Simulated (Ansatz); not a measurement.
## Polymorphs of ZnS told apart by optics

Method, alike for all: Ansatz, PBE, independent particles, without spin-orbit coupling, line width 0.2 eV (Gaussian).

Structure 1:

It takes space group P6_3mc (No. 186, hexagonal). The conventional cell has a = 3.811 Å, b = 3.811 Å, c = 6.234 Å, α = 90.00°, β = 90.00°, γ = 120.00°. Zn on site b is surrounded by 4 S at 2.31 to 2.40 Å. Around S on site b lie 4 Zn at 2.31 to 2.40 Å.

Structure 2:

Symmetry: F-43m, No. 216, cubic system. The conventional cell has a = 5.404 Å, b = 5.404 Å, c = 5.404 Å, α = 90.00°, β = 90.00°, γ = 90.00°. Zn on site c is surrounded by 4 S at 2.34 Å. S on site a has 4 Zn at 2.34 Å as nearest neighbours.

Spectrum A:

(E (eV), Im ε): (0.00, 0.00), (0.25, 0.00), (0.50, 0.00), (0.75, 0.00), (1.00, 0.00), (1.25, 0.00), (1.50, 0.00), (1.75, 0.00), (2.00, 0.08), (2.25, 0.48), (2.50, 0.83), (2.75, 1.04), (3.00, 1.23), (3.25, 1.44), (3.50, 1.72), (3.75, 2.23), (4.00, 3.64), (4.25, 5.98), (4.50, 6.17), (4.75, 5.70), (5.00, 5.40), (5.25, 5.38), (5.50, 6.56), (5.75, 13.27), (6.00, 17.69), (6.25, 12.44), (6.50, 9.45), (6.75, 7.40), (7.00, 6.62), (7.25, 8.17), (7.50, 9.46), (7.75, 8.68), (8.00, 7.48), (8.25, 6.07), (8.50, 5.06), (8.75, 4.37), (9.00, 3.81), (9.25, 3.25), (9.50, 2.77), (9.75, 2.50), (10.00, 2.47), (10.25, 2.70), (10.50, 2.82), (10.75, 2.49), (11.00, 2.03), (11.25, 1.70), (11.50, 1.58), (11.75, 1.57), (12.00, 1.58)

Spectrum B:

E (eV), Im ε and a bar:
```
     0.00       0.00 
     0.25       0.00 
     0.50       0.00 
     0.75       0.00 
     1.00       0.00 
     1.25       0.00 
     1.50       0.00 
     1.75       0.00 
     2.00       0.01 
     2.25       0.20 #
     2.50       0.60 ##
     2.75       0.83 ##
     3.00       0.98 ###
     3.25       1.11 ###
     3.50       1.27 ###
     3.75       1.79 #####
     4.00       3.23 ########
     4.25       3.84 ##########
     4.50       4.60 ############
     4.75       6.19 ################
     5.00       7.86 ####################
     5.25      10.46 ###########################
     5.50      11.09 #############################
     5.75      11.14 #############################
     6.00      10.45 ###########################
     6.25       8.35 ######################
     6.50       9.26 ########################
     6.75      10.99 ############################
     7.00      11.62 ##############################
     7.25       9.32 ########################
     7.50       7.97 #####################
     7.75       6.69 #################
     8.00       6.21 ################
     8.25       5.99 ###############
     8.50       6.00 ###############
     8.75       5.00 #############
     9.00       3.76 ##########
     9.25       3.26 ########
     9.50       3.26 ########
     9.75       3.16 ########
    10.00       3.32 #########
    10.25       3.28 ########
    10.50       2.91 ########
    10.75       2.39 ######
    11.00       1.93 #####
    11.25       1.63 ####
    11.50       1.55 ####
    11.75       1.52 ####
    12.00       1.45 ####
```

Question: Match each spectrum to its structure.

Answer: B is structure 1 (P6_3mc, 19.6 Å³ an atom): least direct gap 2.25 eV, ε∞ = 6.23 along the first axis, strongest peak along the first axis at 6.93 eV. A is structure 2 (F-43m, 19.7 Å³ an atom): least direct gap 2.11 eV, ε∞ = 6.31 along the first axis, strongest peak along the first axis at 5.95 eV.

[Logs are printed without paths, hosts, clocks, repeated set-up lines and the standing remarks that a program may print on its own settings, such as how far it seeks lower states.]
